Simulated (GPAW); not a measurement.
# Ballistic transport through 1,4-diisocyanobenzene between two Ir chains, cheap and dear, part 2 of 2

Wanted: the zero-bias transmission of 1,4-diisocyanobenzene between two Ir chains on a ladder of levels, with run times.

GPAW 26.7.0; GPAW LCAO, PAW setups; Landauer transmission from Green's functions with principal layers (ASE), zero bias.

So far, transmission at the Fermi level (one spin): step 2 (double-zeta polarised basis, PBE, GPAW) 0.186; step 3 (basis szp(dzp), PBE, GPAW) 0.388; step 4 (basis sz(dzp), PBE, GPAW) 0.494; step 5 (LDA) 0.190.

## (7) Comparison

The curves are compared point by point over the common energies.

This step: comparison of transmission and cost over codes and levels (GPAW 26.7.0).

Ladder, by row:

```csv
step,code,T at the Fermi level (sum over the listed spins),conductance (G0),r.m.s. T(E) from the first,wall time (s),peak memory (GiB),threads
dzp,GPAW,0.1857,0.1856,0,342.8,2.39,1
szp,GPAW,0.3883,0.3883,0.2645,224.2,2.31,1
sz,GPAW,0.4944,0.4941,0.2793,193.3,2.22,1
dzp-LDA,GPAW,0.19,0.1899,0.03408,294.2,2.39,1
```

Transmission, zone mean, sum over the listed spins against energy, zero at the Fermi level:

```csv
energy (eV),dzp,szp,sz,dzp-LDA
-3.00,0.240,0.0356,0.0168,0.325
-2.77,0.0779,0.0263,0.0154,0.0936
-2.55,0.0491,0.0235,0.0154,0.0558
-2.25,0.0366,0.0228,0.0169,0.0399
-2.02,0.0330,0.0241,0.0197,0.0353
-1.80,0.0323,0.0271,0.0240,0.0341
-1.57,0.0337,0.0317,0.0298,0.0353
-1.35,0.0366,0.0377,0.0374,0.0379
-1.05,0.0430,0.0505,0.0537,0.0440
-0.82,0.0522,0.0688,0.0775,0.0529
-0.60,0.0694,0.104,0.124,0.0702
-0.38,0.100,0.172,0.215,0.101
-0.15,0.147,0.286,0.366,0.150
0.00,0.186,0.388,0.494,0.190
0.15,0.227,0.507,0.633,0.232
0.38,0.297,0.714,0.837,0.303
0.60,0.400,0.928,0.983,0.406
0.82,0.582,0.988,0.958,0.581
1.05,0.833,0.809,0.778,0.831
1.27,0.995,0.587,0.588,0.996
1.35,0.994,0.524,0.532,0.993
1.57,0.785,0.361,0.376,0.774
1.80,0.314,0.177,0.169,0.295
2.02,3.9e-8,3.5e-8,4.2e-7,1.3e-7
2.25,0,9.3e-10,3.5e-7,0
2.55,5.2e-7,2.0e-7,9.4e-5,2.1e-7
2.77,3.0e-6,0.947,0.891,2.1e-6
3.00,0.998,0.998,0.970,0.987
```

## (8) Another change of settings

A last run, with other settings again.

This step: GPAW LCAO, PAW setups; Landauer transmission from Green's functions with principal layers (ASE), zero bias (GPAW 26.7.0).

The input, run.py:

```python
import json
import numpy as np
from ase import Atoms
from ase.transport.calculators import TransportCalculator
from gpaw import GPAW, FermiDirac
from gpaw.lcao.tools import get_lcao_hamiltonian
from scipy.linalg import eigh

# The junction with lead layers at both ends, along the third cell vector
device = Atoms(
    ['Ir', 'Ir', 'Ir', 'Ir', 'Ir', 'Ir', 'Ir', 'C', 'N', 'C', 'H', 'H', 'C', 'C', 'C', 'C', 'H', 'H', 'C', 'N', 'C', 'Ir', 'Ir', 'Ir', 'Ir', 'Ir', 'Ir', 'Ir'],
    positions=[
        [5.40801, 4.50000, 1.15000],
        [5.40801, 4.50000, 3.45000],
        [5.40801, 4.50000, 5.75000],
        [5.40801, 4.50000, 8.05000],
        [5.40801, 4.50000, 10.35000],
        [5.40801, 4.50000, 12.65000],
        [5.40801, 4.50000, 14.95000],
        [5.40801, 4.50000, 17.06000],
        [5.40801, 4.50000, 18.23178],
        [5.40801, 4.50000, 19.62006],
        [3.25000, 4.49999, 19.75143],
        [7.56602, 4.50001, 19.75143],
        [6.62769, 4.50000, 20.30032],
        [4.18833, 4.50000, 20.30032],
        [6.62769, 4.49999, 21.69540],
        [4.18833, 4.50000, 21.69540],
        [7.56601, 4.49999, 22.24430],
        [3.25001, 4.50000, 22.24430],
        [5.40801, 4.50000, 22.37567],
        [5.40801, 4.50000, 23.76394],
        [5.40801, 4.50000, 24.93572],
        [5.40801, 4.50000, 27.04572],
        [5.40801, 4.50000, 29.34572],
        [5.40801, 4.50000, 31.64572],
        [5.40801, 4.50000, 33.94572],
        [5.40801, 4.50000, 36.24572],
        [5.40801, 4.50000, 38.54572],
        [5.40801, 4.50000, 40.84572]],
    cell=[[10.81602, 0.0, 0.0], [0.0, 9.0, 0.0], [0.0, 0.0, 41.99572]],
    pbc=True)

# One principal layer of the lead: the first 5 atoms of the device
lead = Atoms(
    ['Ir', 'Ir', 'Ir', 'Ir', 'Ir'],
    positions=[
        [5.40801, 4.50000, 1.15000],
        [5.40801, 4.50000, 3.45000],
        [5.40801, 4.50000, 5.75000],
        [5.40801, 4.50000, 8.05000],
        [5.40801, 4.50000, 10.35000]],
    cell=[[10.81602, 0.0, 0.0], [0.0, 9.0, 0.0], [0.0, 0.0, 11.5]],
    pbc=True)

settings = dict(mode='lcao', basis='dzp', xc='PBE', h=0.4,
                occupations=FermiDirac(0.1), maxiter=50,
                mixer=dict(beta=0.1, nmaxold=8, weight=100.0),
                convergence=dict(density=0.0001))
energies = np.arange(-3, 3 + 1e-9, 0.075)
eta = 0.0001
n1, n2 = 1, 1
# k and -k transmit alike, so half of the mesh across the current serves
mesh = [(i, j) for i in range(n1) for j in range(n2) if (i, j) <= (-i % n1, -j % n2)]
weights = np.array([1 if (i, j) == (-i % n1, -j % n2) else 2 for i, j in mesh]) / (n1 * n2)


def ground_state(atoms, size, txt):
    atoms.calc = GPAW(kpts={'size': size, 'gamma': True}, symmetry={'tolerance': 1e-3}, txt=txt, **settings)
    atoms.get_potential_energy()
    return atoms.calc.get_fermi_level()


def blocks(atoms, fermi, points, nz, cells):
    """H - E_F S and S between cell 0 and the cells above it, at each point across the current."""
    kz = np.arange(nz) / nz
    calc = atoms.calc.fixed_density(kpts=[(*k, z) for k in points for z in kz], symmetry='off', txt=None)
    H, S = get_lcao_hamiltonian(calc)
    H = (H - fermi * S).reshape(len(H), len(points), nz, *S.shape[1:])
    S = S.reshape(H.shape[1:])
    phases = [np.exp(-2j * np.pi * kz * R) / nz for R in cells]
    return [(np.einsum('skzij,z->ksij', H, p), np.einsum('kzij,z->kij', S, p)) for p in phases]


def pair(a, b):
    return np.block([[a, b], [b.T.conj(), a]])


def count_channels(h, s, cells, nk=240):
    """Half the number of times that the lead's bands cross each energy, unfolded to its shortest repeat."""
    b = len(h) // cells
    bands = []
    for k in (np.arange(nk + 1) + 0.5) / nk:
        hk, sk = h[:b, :b].copy(), s[:b, :b].copy()
        for R in range(1, cells):
            phase, block = np.exp(2j * np.pi * k * R), slice(R * b, (R + 1) * b)
            hk += h[:b, block] * phase + (h[:b, block] * phase).T.conj()
            sk += s[:b, block] * phase + (s[:b, block] * phase).T.conj()
        w, u = eigh(sk)
        x = u[:, w > 1e-5] / w[w > 1e-5]**0.5  # drop near-dependent combinations
        bands.append(np.r_[eigh(x.T.conj() @ hk @ x, eigvals_only=True), [1e9] * (w <= 1e-5).sum()])
    below = np.array(bands)[:, :, None] < energies
    return (below[1:] != below[:-1]).sum((0, 1)) / 2


fermi_lead = ground_state(lead, (1, 1, 10), 'lead.txt')
fermi_device = ground_state(device, (1, 1, 2), 'device.txt')
T, channels, eigen, tail, misfit, shifts = [], [], [], 0.0, 0.0, []
for first in range(0, len(mesh), 141):
    points = [(i / n1, j / n2) for i, j in mesh[first:first + 141]]
    (H0k, S0k), (H1k, S1k), (H2k, _) = blocks(lead, fermi_lead, points, 5, range(3))
    [(Hk, Sk)] = blocks(device, fermi_device, points, 2, [0])
    tail = max(tail, abs(H2k).max())
    for H0, S0, H1, S1, H, S in zip(H0k, S0k, H1k, S1k, Hk, Sk):
        n = len(S0)
        # Shift the lead onto the potential of the device's first layer
        shift = ((H[:, 0, 0] - H0[:, 0, 0]) / S0[0, 0]).real.mean()
        shifts.append(shift)
        misfit = max(misfit, abs(H[:, :n, :n] - H0 - shift * S0).max())
        Tk, Ck, Ek = [], [], []
        for s in range(len(H)):
            t = s % len(H0)  # a lead without moments serves both spins
            h1, s1 = pair(H0[t] + shift * S0, H1[t] + shift * S1), pair(S0, S1)
            leads = dict(h1=h1, s1=s1, energies=energies, eta=eta, eta1=eta, eta2=eta)
            calc = TransportCalculator(h=H[s], s=S, eigenchannels=3, **leads)
            Tk.append(calc.get_transmission())
            Ek.append(np.sort(calc.eigenchannels_ne, axis=0)[::-1])
            Ck.append(count_channels(h1, s1, 10))
        T.append(Tk)
        channels.append(Ck)
        eigen.append(Ek)
T, channels = np.array(T), np.array(channels)
mean, open_channels = np.einsum('kse,k->se', T, weights), np.einsum('kse,k->se', channels, weights)

print(f'basis functions: device {len(S)}, principal layer {n}')
print(f'Fermi level: lead {fermi_lead:.4f} eV, device {fermi_device:.4f} eV; lead shifted by {np.mean(shifts):.4f} eV')
print(f'largest coupling past the next layer {tail:.2e} eV, largest misfit of the first layer {misfit:.3f} eV')
print('  E-E_F (eV)   ' + 'T (one spin)  channels')
for e, t, c in zip(energies, mean.T, open_channels.T):
    print(f'{e:10.3f}  ', *[f'{x:11.4e}' for x in t], *[f'{x:9.4f}' for x in c])

kT = 8.617333e-5 * 200
fine = np.linspace(energies[0], energies[-1], 4001)
both = np.exp(np.interp(fine, energies, np.log(np.maximum(mean.sum(0) * 2 / len(mean), 1e-30))))
fermi = lambda mu: 1 / (1 + np.exp(np.clip((fine - mu) / kT, -200, 200)))
slope = fermi(0) * (1 - fermi(0)) / kT
G = np.trapezoid(both * slope, fine) / 2
seebeck = -np.trapezoid(both * slope * fine, fine) / (2 * G * 200) * 1e6
print(f'conductance at 200 K: {G:.5g} G0 a cell; thermopower {seebeck:.4g} uV/K')
bias = [0.1, 0.2, 0.5, 1.0, 1.5, 2.0]
current = [38.74 * np.trapezoid(both * (fermi(V / 2) - fermi(-V / 2)), fine) for V in bias]
for V, I in zip(bias, current):
    print(f'current from the zero-bias T(E) at {V} V: {I:.5g} uA')
zero = abs(energies).argmin()
json.dump(dict(energies=energies.tolist(), T=mean.tolist(), channels=open_channels.tolist(), G=G, seebeck=seebeck,
               bias=bias, current=current, tail=tail, misfit=misfit, shift=np.mean(shifts), n_device=len(S), n_lead=n,
               fermi=[fermi_lead, fermi_device], energy=device.get_potential_energy(),
               moments=device.get_magnetic_moments().tolist(), mesh=mesh, weights=weights.tolist(),
               T_k=T[:, :, zero].tolist(), eigen=np.array(eigen[0]).tolist()), open('result.json', 'w'))
```

Command:

```sh
OMP_NUM_THREADS=1 OPENBLAS_NUM_THREADS=1 python run.py
```

Log:

```text
basis functions: device 528, principal layer 135
Fermi level: lead -4.1373 eV, device -3.6615 eV; lead shifted by -0.0151 eV
largest coupling past the next layer 1.49e-06 eV, largest misfit of the first layer 0.210 eV
  E-E_F (eV)   T (one spin)  [channel counts left out]
    -3.000    8.0112e-02
    -2.925    6.3538e-02
    -2.850    4.9937e-02
    -2.775    4.4651e-02
    -2.700    4.0631e-02
    -2.625    3.7761e-02
    -2.550    3.5642e-02
    -2.475    3.4027e-02
    -2.400    3.2773e-02
    -2.325    3.1805e-02
    -2.250    3.1088e-02
    -2.175    3.0607e-02
    -2.100    3.0358e-02
    -2.025    3.0336e-02
    -1.950    3.0534e-02
    -1.875    3.0941e-02
[...]
2.475    6.8464e-07
     2.550    1.7329e-06
     2.625    3.4345e-06
     2.700    1.5706e-04
     2.775    9.8801e-06
     2.850    6.0691e-01
     2.925    9.9072e-01
     3.000    9.8565e-01
conductance at 200 K: 0.2189 G0 a cell; thermopower -6.71 uV/K
current from the zero-bias T(E) at 0.1 V: 1.6963 uA
current from the zero-bias T(E) at 0.2 V: 3.3947 uA
current from the zero-bias T(E) at 0.5 V: 8.5338 uA
current from the zero-bias T(E) at 1.0 V: 17.638 uA
current from the zero-bias T(E) at 1.5 V: 28.811 uA
current from the zero-bias T(E) at 2.0 V: 44.173 uA
```

The job ended after 2 min (1 thread of Intel Xeon Platinum 8488C (Sapphire Rapids), shared host; peak memory 0.73 GiB).

The run finished. A setting was moved off its sound value on purpose, so it serves as a test and not as the result.

The fault put into the input: a grid far too coarse (h = 0.4).

Side by side:

```csv
quantity,this run,sound run,difference
conductance (G₀),0.21890,0.18563,0.0333
largest coupling past the next principal layer (eV),1.486e-6,1.484e-6,2.0e-9
largest misfit of the first principal layer (eV),0.20957,0.22017,-0.0106
shift that aligns the lead (eV),-0.015118,-0.0079922,-0.00713
transmission at the Fermi level (one spin),0.21899,0.18570,0.0333
```

The two runs differ clearly in the transmission at the Fermi level (one spin): 0.219 against 0.186.

## (9) Results

| Quantity | Value |
| --- | --- |
| conductance | 0.186 G₀ |
| transmission at the Fermi level, mean of the spins | 0.186 |

In words: In the dzp basis the junction conducts 0.186 G₀ at 200 K, with T = 0.186 a spin at the Fermi level; no smaller basis tried comes within 10 % of that conductance. At the Fermi level one eigenchannel carries the current (0.19). Measured against the first run (dzp), the nearest curve is that of dzp-LDA (r.m.s. 0.034) and the farthest that of sz (0.28). Over the compared runs wall time goes from 193 s (sz) to 343 s (dzp), on a shared host. The geometry was built from estimated bond lengths and not relaxed, so the numbers describe this model structure. The run had no spin polarisation, so a magnetic state, which chains and small molecules with open shells often have, wasn't tested. Spin-orbit coupling is left out, which matters for the heavy atoms here. Semilocal functionals put molecular levels too near the Fermi level, so such conductances usually come out too high, and chain electrodes have a sharper density of states than real ones. An evenly spaced straight chain is an idealisation: free chains tend to dimerise, zigzag or, where a band edge lies near the Fermi level, turn magnetic. The currents use the zero-bias T(E) throughout, which holds only while the bias is small against the distance to the nearest feature. The thermopower isn't quoted: it samples T(E) farther from the Fermi level than the conductance does, and the energy grid wasn't tested for it.

[Logs are printed without paths, hosts, clocks, repeated set-up lines and the standing remarks that a program may print on its own settings, such as how far it seeks lower states.]

[Hosts, paths, dates, database ids (printed as entryN), source tags and the programs' standing remarks are cut or masked in the printed files.]
